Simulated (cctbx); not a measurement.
# What is wrong with this refinement?

Cell a = 6.6530 Å, b = 6.9350 Å, c = 9.4770 Å, α = 90.00°, β = 96.16°, γ = 90.00°; space group P2_1/c (no. 14).

Simulated single-crystal data (cctbx): Mo Kα, λ = 0.71073 Å, to d = 0.75 Å, 50 % of the full sphere, strongest reflection 20000 counts, noise from counting, a 1.5 % proportional error and a noise floor of 8 counts (s.d.); no absorption.

An anisotropic refinement with weights 1/σ² prints:

```text
Rint 0.011, 96 unique reflections to 1.61 A
cycle     R1     wR2    GooF  max shift (A)
   1  0.0081  0.0195   1.359   0.00852
   2  0.0065  0.0142   0.987   0.00000
final R1 0.0065 wR2 0.0142 GooF 0.987  parameters 51  data/parameter 1.9
atom        x        y        z      Ueq    occ   su(xyz)  su(Uiso or U11)
Ir1    0.73941  0.37547  0.67201   0.0150  1.000  0.00012  0.0009
Sc1    0.78281  0.38081  0.95131   0.0264  1.000  0.00053  0.0029
Sc2    0.60938  0.81001  0.99960   0.0281  1.000  0.00046  0.0029
Sc3    0.91956  0.70859  0.77655   0.0283  1.000  0.00044  0.0030
Sc4    0.57446  0.04658  0.72932   0.0279  1.000  0.00049  0.0026
Sc5    0.00000  0.00000  0.00000   0.0289  1.000  0.00000  0.0036
difference map: max 0.18 min -0.14 rms 0.05
Q1    0.4065  0.6624  0.9668    4    0.18  1.58 A from Sc1
Q2    0.2301  0.1614  0.3413    4    0.18  1.68 A from Sc3
Q3    0.2738  0.0868  0.7069    4    0.17  1.56 A from Sc3
Q4    0.0000  0.0000  0.5000    2    0.13  1.69 A from Sc1
Q5    0.2458  0.1466  0.0335    4    0.08  1.09 A from Sc2
Q6    0.9857  0.0812  0.2200    4    0.08  1.59 A from Sc3
```

Q: Accept it or mend it, and why?

Mend it. The fault: data cut at low resolution. Against the right model at the same level, R1 goes from 0.0119 to 0.0065 and GooF from 0.95 to 0.99. The atoms are right, but there are too few data for the parameters: R1 flatters and the s.u.s grow. Data per parameter fall from 19.6 to 1.9.

The compound is Sc9Ir2. The right model at the same level gives:

```text
Rint 0.017, 998 unique reflections to 0.75 A
cycle     R1     wR2    GooF  max shift (A)
   1  0.0122  0.0258   0.960   0.00032
   2  0.0119  0.0254   0.946   0.00000
final R1 0.0119 wR2 0.0254 GooF 0.946  parameters 51  data/parameter 19.6
atom        x        y        z      Ueq    occ   su(xyz)  su(Uiso or U11)
Ir1    0.73950  0.37539  0.67190   0.0149  1.000  0.00002  0.0001
Sc1    0.78279  0.38160  0.95181   0.0251  1.000  0.00013  0.0003
Sc2    0.60939  0.81112  0.99926   0.0294  1.000  0.00013  0.0004
Sc3    0.91916  0.70821  0.77616   0.0298  1.000  0.00013  0.0004
Sc4    0.57484  0.04632  0.72959   0.0286  1.000  0.00013  0.0004
Sc5    0.00000  0.00000  0.00000   0.0302  1.000  0.00000  0.0005
difference map: max 0.67 min -0.68 rms 0.18
Q1    0.4371  0.2187  0.4527    4    0.71  0.86 A from Sc2
Q2    0.2667  0.6872  0.1977    4    0.66  1.31 A from Ir1
Q3    0.0214  0.9923  0.8201    4    0.64  1.73 A from Sc5
Q4    0.2518  0.0900  0.7561    4    0.62  1.41 A from Sc3
Q5    0.3936  0.6552  0.7047    4    0.60  0.99 A from Sc4
Q6    0.2923  0.6899  0.9707    4    0.59  1.06 A from Sc1
```

The model was made for the exercise: a known structure type with other elements put in, its volume estimated, not relaxed; displacement parameters are assumed.

[Middle refinement cycles are left out of these outputs.]

[Logs are printed without paths, hosts, clocks, repeated set-up lines and the standing remarks that a program may print on its own settings, such as how far it seeks lower states.]
